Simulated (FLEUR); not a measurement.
# Collinear magnetic orders of Fe3Ge with FLEUR

Wanted: the moments of Fe3Ge and the energy of each order that was tried.

Main program and level: FLEUR MaX-R8.1; PBEsol; all-electron FLAPW, Dirac cores, scalar-relativistic bands.

Most raw output is cut from this account.

### 1. Set-up

It takes space group P6_3/mmc (No. 194, hexagonal). Conventional cell: a = 5.169 Å, b = 5.169 Å, c = 4.222 Å, α = 90.00°, β = 90.00°, γ = 120.00°. Nearest to Fe lie 8 Fe at 2.50 to 2.67 Å and 4 Ge at 2.58 to 2.61 Å. Nearest to Ge lie 12 Fe at 2.58 to 2.61 Å. Farther neighbours are not listed.

Coordinates:

```cif
data_structure
_symmetry_space_group_name_H-M 'P 1'
_symmetry_Int_Tables_number 1
_cell_length_a 5.1690
_cell_length_b 5.1690
_cell_length_c 4.2220
_cell_angle_alpha 90.000
_cell_angle_beta 90.000
_cell_angle_gamma 120.000
_cell_volume 97.69
loop_
_atom_site_label
_atom_site_type_symbol
_atom_site_fract_x
_atom_site_fract_y
_atom_site_fract_z
_atom_site_occupancy
Fe1 Fe 0.83900 0.67800 0.25000 1
Fe2 Fe 0.16100 0.83900 0.75000 1
Fe3 Fe 0.32200 0.16100 0.25000 1
Fe4 Fe 0.16100 0.32200 0.75000 1
Fe5 Fe 0.83900 0.16100 0.25000 1
Fe6 Fe 0.67800 0.83900 0.75000 1
Ge7 Ge 0.33333 0.66667 0.25000 1
Ge8 Ge 0.66667 0.33333 0.75000 1
```

### 2. Start 1: ferro ++++++

The parallel start is the test of whether parallel moments hold.

inpgen writes inp.xml from crystal.txt; cutoffs, mixing, functional, smearing and local orbitals are then set in the file. The k list default-1 (kpts.xml, not shown) is a Γ-centred 6×6×6 mesh; where the ranks do not divide the number of points, some are split in two of half the weight.

inp.xml reads:

```
<?xml version="1.0" encoding="UTF-8" standalone="no"?>
<fleurInput fleurInputVersion="0.39">
   <comment>
      Fe3Ge
   </comment>
   <calculationSetup>
      <cutoffs Kmax="3.6" Gmax="10.8" GmaxXC="10.8" numbands="0"/>
      <scfLoop itmax="90" minDistance="0.00002" maxIterBroyd="15" imix="Anderson" alpha="0.05" precondParam="0.0" spinf="2.0" sdNocoIR="T"/>
      <coreElectrons ctail="T" frcor="F" kcrel="0" coretail_lmax="0"/>
      <xcFunctional name="PBEs" relativisticCorrections="F"/>
      <magnetism jspins="2"/>
      <soc l_soc="F" theta="0.0" phi="0.0" spav="F"/>
      <expertModes spex="0" secvar="F"/>
      <geometryOptimization l_f="F" forcealpha="1.0" forcemix="BFGS" epsdisp="0.00001" epsforce="0.00001"/>
      <ldaU l_linMix="F" mixParam="0.05" spinf="1.0"/>
   </calculationSetup>
   <cell>
      <bzIntegration valenceElectrons="124.0" mode="hist" fermiSmearingEnergy="0.00183747">
         <kPointListSelection listName="default-1"/>
         <xi:include xmlns:xi="http://www.w3.org/2001/XInclude" href="kpts.xml"> </xi:include>
      </bzIntegration>
      <xi:include xmlns:xi="http://www.w3.org/2001/XInclude" href="sym.xml"> </xi:include>
      <bulkLattice scale="1.0">
         <bravaisMatrix>
            <row-1>    9.7679943380951926    -0.0000000000188973     0.0000000000000000</row-1>
            <row-2>   -4.8839971690475963     8.4593312408147323     0.0000000000000000</row-2>
            <row-3>    0.0000000000000000     0.0000000000000000     7.9784236980612002</row-3>
         </bravaisMatrix>
      </bulkLattice>
   </cell>
   <atomSpecies>
      <species name="Iron (Fe) 2.800" element="Fe" atomicNumber="26">
         <mtSphere radius="2.3" gridPoints="761" logIncrement="0.016"/>
         <atomicCutoffs lmax="8" lnonsphr="6"/>
         <electronConfig flipSpins="F">
            <coreConfig>(1s1/2) (2s1/2) (2p1/2) (2p3/2)</coreConfig>
            <valenceConfig>(3s1/2) (3p1/2) (3p3/2) (4s1/2) (3d3/2) (3d5/2)</valenceConfig>
            <stateOccupation state="(3d3/2)" spinUp="1.4" spinDown="1.0"/>
            <stateOccupation state="(3d5/2)" spinUp="3.0" spinDown="0.6"/>
         </electronConfig>
         <energyParameters s="4" p="4" d="3" f="4"/>
         <lo type="SCLO" l="0" n="3" eDeriv="0"/>
         <lo type="SCLO" l="1" n="3" eDeriv="0"/>
      </species>
      <species name="Germanium (Ge)" element="Ge" atomicNumber="32">
         <mtSphere radius="2.46" gridPoints="813" logIncrement="0.015"/>
         <atomicCutoffs lmax="10" lnonsphr="8"/>
         <electronConfig flipSpins="F">
            <coreConfig>(1s1/2) (2s1/2) (2p1/2) (2p3/2) (3s1/2) (3p1/2) (3p3/2)</coreConfig>
            <valenceConfig>(4s1/2) (3d3/2) (3d5/2) (4p1/2) (4p3/2)</valenceConfig>
            <stateOccupation state="(4p1/2)" spinUp="0.333333" spinDown="0.333333"/>
            <stateOccupation state="(4p3/2)" spinUp="0.666667" spinDown="0.666667"/>
         </electronConfig>
         <energyParameters s="4" p="4" d="3" f="4"/>
      </species>
   </atomSpecies>
   <atomGroups>
      <atomGroup species="Iron (Fe) 2.800">
         <relPos label="                   1">-.1610000000 -.3220000000 1.000/4.000</relPos>
         <relPos label="                   2">.1610000000 -.1610000000 -1.000/4.000</relPos>
         <relPos label="                   3">.3220000000 .1610000000 1.000/4.000</relPos>
         <relPos label="                   4">.1610000000 .3220000000 -1.000/4.000</relPos>
         <relPos label="                   5">-.1610000000 .1610000000 1.000/4.000</relPos>
         <relPos label="                   6">-.3220000000 -.1610000000 -1.000/4.000</relPos>
         <force calculate="T" relaxXYZ="TTT"/>
      </atomGroup>
      <atomGroup species="Germanium (Ge)">
         <relPos label="                   7">1.000/3.000 -1.000/3.000 1.000/4.000</relPos>
         <relPos label="                   8">-1.000/3.000 1.000/3.000 -1.000/4.000</relPos>
         <force calculate="T" relaxXYZ="TTT"/>
      </atomGroup>
   </atomGroups>
   <output dos="F" band="F" slice="F">
      <bandDOS minEnergy="-.5*Htr" maxEnergy="0.5*Htr" sigma="0.015" storeEVData="T"/>
      <plotting iplot="0" polar="F">
         <plot TwoD="T" vec1="  1.0  0.0  0.0" vec2="  0.0  1.0  0.0" vec3="  0.0  0.0  1.0" zero="  0.0  0.0  0.0" file="plot"/>
      </plotting>
      <moessbauerParams electricFieldGradient="F" isomerShift="F" coreHyperfine="F" valenceHyperfine="F"/>
   </output>
</fleurInput>
```

crystal.txt reads:

```
Fe3Ge
&input film=F cartesian=F /
5.16900000002  -0.00000000001  0.00000000000
-2.58450000001  4.47648531218  0.00000000000
0.00000000000  0.00000000000  4.22200000000
1.8897261246
1.0 1.0 1.0

8
26 0.83900000000  0.67800000000  0.25000000000 : 2.800
26 0.16100000000  0.83900000000  0.75000000000 : 2.800
26 0.32200000000  0.16100000000  0.25000000000 : 2.800
26 0.16100000000  0.32200000000  0.75000000000 : 2.800
26 0.83900000000  0.16100000000  0.25000000000 : 2.800
26 0.67800000000  0.83900000000  0.75000000000 : 2.800
32 0.33333333333  0.66666666667  0.25000000000
32 0.66666666667  0.33333333333  0.75000000000

&kpt div1=6 div2=6 div3=6 gamma=T /
```

On the command line:

```console
$ OMP_NUM_THREADS=1 inpgen -f crystal.txt > inpgen.log  # inp.xml is then edited as shown
$ OMP_NUM_THREADS=1 mpirun -n 4 fleur_MPI > fleur.log
```

Wall time 74 s (4 MPI ranks of Arm Neoverse V1, shared host); peak memory 0.3 GiB.

Spin moment in the muffin-tin sphere by atom:

```csv
atom,spin moment in the muffin-tin sphere (μB)
Fe1,2.23
Fe2,2.23
Fe3,2.23
Fe4,2.23
Fe5,2.23
Fe6,2.23
Ge7,-0.14
Ge8,-0.14
```

This step gave:

- free energy: -321773.9639 eV
- program's band gap on this mesh (in a metal only a level spacing): 0.01798 eV
- magnetization: 13.02 μB
- final state: ferromagnetic, with opposed induced moments

After 23 cycles the largest moment stands at 2.23 μB.

### 3. Order 2, typed as antiferro +++---

An opposed order shows whether neighbours prefer unlike signs.

Changes to inp.xml since step 2:

```diff
@@ -24,4 +24,4 @@
          <bravaisMatrix>
-            <row-1>    9.7679943380951926    -0.0000000000188973     0.0000000000000000</row-1>
-            <row-2>   -4.8839971690475963     8.4593312408147323     0.0000000000000000</row-2>
+            <row-1>    9.7679943380951926     0.0000000000000000     0.0000000000000000</row-1>
+            <row-2>   -4.8839971690286994     8.4593312408147323     0.0000000000000000</row-2>
             <row-3>    0.0000000000000000     0.0000000000000000     7.9784236980612002</row-3>
@@ -39,2 +39,15 @@
             <stateOccupation state="(3d5/2)" spinUp="3.0" spinDown="0.6"/>
+         </electronConfig>
+         <energyParameters s="4" p="4" d="3" f="4"/>
+         <lo type="SCLO" l="0" n="3" eDeriv="0"/>
+         <lo type="SCLO" l="1" n="3" eDeriv="0"/>
+      </species>
+      <species name="Iron (Fe) -2.800" element="Fe" atomicNumber="26">
+         <mtSphere radius="2.3" gridPoints="761" logIncrement="0.016"/>
+         <atomicCutoffs lmax="8" lnonsphr="6"/>
+         <electronConfig flipSpins="F">
+            <coreConfig>(1s1/2) (2s1/2) (2p1/2) (2p3/2)</coreConfig>
+            <valenceConfig>(3s1/2) (3p1/2) (3p3/2) (4s1/2) (3d3/2) (3d5/2)</valenceConfig>
+            <stateOccupation state="(3d3/2)" spinUp="1.0" spinDown="1.4"/>
+            <stateOccupation state="(3d5/2)" spinUp="0.6" spinDown="3.0"/>
          </electronConfig>
@@ -59,7 +72,16 @@
          <relPos label="                   1">-.1610000000 -.3220000000 1.000/4.000</relPos>
+         <relPos label="                   3">.3220000000 .1610000000 1.000/4.000</relPos>
+         <force calculate="T" relaxXYZ="TTT"/>
+      </atomGroup>
+      <atomGroup species="Iron (Fe) 2.800">
          <relPos label="                   2">.1610000000 -.1610000000 -1.000/4.000</relPos>
-         <relPos label="                   3">.3220000000 .1610000000 1.000/4.000</relPos>
+         <force calculate="T" relaxXYZ="TTT"/>
+      </atomGroup>
+      <atomGroup species="Iron (Fe) -2.800">
          <relPos label="                   4">.1610000000 .3220000000 -1.000/4.000</relPos>
+         <relPos label="                   6">-.3220000000 -.1610000000 -1.000/4.000</relPos>
+         <force calculate="T" relaxXYZ="TTT"/>
+      </atomGroup>
+      <atomGroup species="Iron (Fe) -2.800">
          <relPos label="                   5">-.1610000000 .1610000000 1.000/4.000</relPos>
-         <relPos label="                   6">-.3220000000 -.1610000000 -1.000/4.000</relPos>
          <force calculate="T" relaxXYZ="TTT"/>
@@ -68,2 +90,5 @@
          <relPos label="                   7">1.000/3.000 -1.000/3.000 1.000/4.000</relPos>
+         <force calculate="T" relaxXYZ="TTT"/>
+      </atomGroup>
+      <atomGroup species="Germanium (Ge)">
          <relPos label="                   8">-1.000/3.000 1.000/3.000 -1.000/4.000</relPos>
```

crystal.txt reads:

```
Fe3Ge
&input film=F cartesian=F /
5.16900000002  0.00000000000  0.00000000000
-2.58450000000  4.47648531218  0.00000000000
0.00000000000  0.00000000000  4.22200000000
1.8897261246
1.0 1.0 1.0

8
26 0.83900000000  0.67800000000  0.25000000000 : 2.800
26 0.16100000000  0.83900000000  0.75000000000 : 2.800
26 0.32200000000  0.16100000000  0.25000000000 : 2.800
26 0.16100000000  0.32200000000  0.75000000000 : -2.800
26 0.83900000000  0.16100000000  0.25000000000 : -2.800
26 0.67800000000  0.83900000000  0.75000000000 : -2.800
32 0.33333333330  0.66666666670  0.25000000000
32 0.66666666670  0.33333333330  0.75000000000

&kpt div1=6 div2=6 div3=6 gamma=T /
```

The job ended after 7.2 min (4 MPI ranks; peak memory 0.67 GiB; 29 min of CPU time).

Spin moment in the muffin-tin sphere by atom:

```csv
atom,spin moment in the muffin-tin sphere (μB)
Fe1,2.05
Fe2,1.95
Fe3,2.05
Fe4,-2.05
Fe5,-1.95
Fe6,-2.05
Ge7,0.00
Ge8,0.00
```

Read from the output:

```yaml
free_energy: -321773.0742 eV
program_s_band_gap_on_this_mesh_in_a_metal_only_a_level_spacing: 6.72e-7 eV
magnetization: 0 μB
final_state: antiferromagnetic
```

It lies 148 meV a seeded atom over the first start, and its largest moment is 2.05 μB against 2.23 μB.

### 4. Run 3 (no spin polarisation)

A spinless run gives the zero against which the gain from the moments is read.

inp.xml reads:

```
<?xml version="1.0" encoding="UTF-8" standalone="no"?>
<fleurInput fleurInputVersion="0.39">
   <comment>
      Fe3Ge
   </comment>
   <calculationSetup>
      <cutoffs Kmax="3.6" Gmax="10.8" GmaxXC="10.8" numbands="0"/>
      <scfLoop itmax="90" minDistance="0.00002" maxIterBroyd="15" imix="Anderson" alpha="0.05" precondParam="0.0" spinf="2.0" sdNocoIR="T"/>
      <coreElectrons ctail="T" frcor="F" kcrel="0" coretail_lmax="0"/>
      <xcFunctional name="PBEs" relativisticCorrections="F"/>
      <magnetism jspins="1"/>
      <soc l_soc="F" theta="0.0" phi="0.0" spav="F"/>
      <expertModes spex="0" secvar="F"/>
      <geometryOptimization l_f="F" forcealpha="1.0" forcemix="BFGS" epsdisp="0.00001" epsforce="0.00001"/>
      <ldaU l_linMix="F" mixParam="0.05" spinf="1.0"/>
   </calculationSetup>
   <cell>
      <bzIntegration valenceElectrons="124.0" mode="hist" fermiSmearingEnergy="0.00183747">
         <kPointListSelection listName="default-1"/>
         <xi:include xmlns:xi="http://www.w3.org/2001/XInclude" href="kpts.xml"> </xi:include>
      </bzIntegration>
      <xi:include xmlns:xi="http://www.w3.org/2001/XInclude" href="sym.xml"> </xi:include>
      <bulkLattice scale="1.0">
         <bravaisMatrix>
            <row-1>    9.7679943380951926    -0.0000000000188973     0.0000000000000000</row-1>
            <row-2>   -4.8839971690475963     8.4593312408147323     0.0000000000000000</row-2>
            <row-3>    0.0000000000000000     0.0000000000000000     7.9784236980612002</row-3>
         </bravaisMatrix>
      </bulkLattice>
   </cell>
   <atomSpecies>
      <species name="Iron (Fe)" element="Fe" atomicNumber="26">
         <mtSphere radius="2.3" gridPoints="761" logIncrement="0.016"/>
         <atomicCutoffs lmax="8" lnonsphr="6"/>
         <electronConfig flipSpins="F">
            <coreConfig>(1s1/2) (2s1/2) (2p1/2) (2p3/2)</coreConfig>
            <valenceConfig>(3s1/2) (3p1/2) (3p3/2) (4s1/2) (3d3/2) (3d5/2)</valenceConfig>
            <stateOccupation state="(3d3/2)" spinUp="1.200000" spinDown="1.200000"/>
            <stateOccupation state="(3d5/2)" spinUp="1.800000" spinDown="1.800000"/>
         </electronConfig>
         <energyParameters s="4" p="4" d="3" f="4"/>
         <lo type="SCLO" l="0" n="3" eDeriv="0"/>
         <lo type="SCLO" l="1" n="3" eDeriv="0"/>
      </species>
      <species name="Germanium (Ge)" element="Ge" atomicNumber="32">
         <mtSphere radius="2.46" gridPoints="813" logIncrement="0.015"/>
         <atomicCutoffs lmax="10" lnonsphr="8"/>
         <electronConfig flipSpins="F">
            <coreConfig>(1s1/2) (2s1/2) (2p1/2) (2p3/2) (3s1/2) (3p1/2) (3p3/2)</coreConfig>
            <valenceConfig>(4s1/2) (3d3/2) (3d5/2) (4p1/2) (4p3/2)</valenceConfig>
            <stateOccupation state="(4p1/2)" spinUp="0.333333" spinDown="0.333333"/>
            <stateOccupation state="(4p3/2)" spinUp="0.666667" spinDown="0.666667"/>
         </electronConfig>
         <energyParameters s="4" p="4" d="3" f="4"/>
      </species>
   </atomSpecies>
   <atomGroups>
      <atomGroup species="Iron (Fe)">
         <relPos label="                   1">-.1610000000 -.3220000000 1.000/4.000</relPos>
         <relPos label="                   2">.1610000000 -.1610000000 -1.000/4.000</relPos>
         <relPos label="                   3">.3220000000 .1610000000 1.000/4.000</relPos>
         <relPos label="                   4">.1610000000 .3220000000 -1.000/4.000</relPos>
         <relPos label="                   5">-.1610000000 .1610000000 1.000/4.000</relPos>
         <relPos label="                   6">-.3220000000 -.1610000000 -1.000/4.000</relPos>
         <force calculate="T" relaxXYZ="TTT"/>
      </atomGroup>
      <atomGroup species="Germanium (Ge)">
         <relPos label="                   7">1.000/3.000 -1.000/3.000 1.000/4.000</relPos>
         <relPos label="                   8">-1.000/3.000 1.000/3.000 -1.000/4.000</relPos>
         <force calculate="T" relaxXYZ="TTT"/>
      </atomGroup>
   </atomGroups>
   <output dos="F" band="F" slice="F">
      <bandDOS minEnergy="-.5*Htr" maxEnergy="0.5*Htr" sigma="0.015" storeEVData="T"/>
      <plotting iplot="0" polar="F">
         <plot TwoD="T" vec1="  1.0  0.0  0.0" vec2="  0.0  1.0  0.0" vec3="  0.0  0.0  1.0" zero="  0.0  0.0  0.0" file="plot"/>
      </plotting>
      <moessbauerParams electricFieldGradient="F" isomerShift="F" coreHyperfine="F" valenceHyperfine="F"/>
   </output>
</fleurInput>
```

crystal.txt reads:

```
Fe3Ge
&input film=F cartesian=F /
5.16900000002  -0.00000000001  0.00000000000
-2.58450000001  4.47648531218  0.00000000000
0.00000000000  0.00000000000  4.22200000000
1.8897261246
1.0 1.0 1.0

8
26 0.83900000000  0.67800000000  0.25000000000
26 0.16100000000  0.83900000000  0.75000000000
26 0.32200000000  0.16100000000  0.25000000000
26 0.16100000000  0.32200000000  0.75000000000
26 0.83900000000  0.16100000000  0.25000000000
26 0.67800000000  0.83900000000  0.75000000000
32 0.33333333333  0.66666666667  0.25000000000
32 0.66666666667  0.33333333333  0.75000000000

&kpt div1=6 div2=6 div3=6 gamma=T /
```

The job ended after 34 s (4 MPI ranks; peak memory 0.25 GiB).

Numbers from this step:

```yaml
free_energy: -321771.7084 eV
program_s_band_gap_on_this_mesh_in_a_metal_only_a_level_spacing: 0.002147 eV
final_state: non-magnetic (no spin polarisation)
```

It lies 376 meV a seeded atom over the first start.

### 5. Ranking

Free energies are divided by the number of seeded atoms.

Orders:

```csv
start,final state,typed order kept,energy over the lowest (meV a seeded atom),largest sphere moment (μB),net moment (μB a primitive cell),mesh matched,CPU time (s)
ferro ++++++,"ferromagnetic, with opposed induced moments",yes,0,2.232,13.02,yes,294.6
antiferro +++---,antiferromagnetic,yes,148.3,2.05,0,yes,1729
no spin polarisation,non-magnetic,-,375.9,0,0,yes,134
```

### 6. Results

```yaml
lowest_state_found: ferromagnetic (typed ferro ++++++)
largest_site_spin_moment: 2.23 μB
next_finished_state: antiferromagnetic, 148 meV a seeded atom higher
energy_gained_by_spin_polarisation: 376 meV a seeded atom
```

The lowest state found is ferromagnetic, reached from the start ferro ++++++, with moments up to 2.23 μB. The next finished state costs 148 meV a seeded atom. Only 3 starts were tried; other patterns of signs, canted and longer-period orders were not. With 6 seeded atoms in the first cell, sign patterns within that cell may remain untried.

[Logs and program files are shortened in this print: banners, set-up blocks, solver, clock and traceback lines can be left out without a mark of their own.]

[Logs are printed without paths, hosts, clocks, repeated set-up lines and the standing remarks that a program may print on its own settings, such as how far it seeks lower states.]

[Hosts, paths, dates, database ids (printed as entryN), source tags and the programs' standing remarks are cut or masked in the printed files.]

[Where a cell is said to come from a database of computed structures, the database is the Materials Project.]
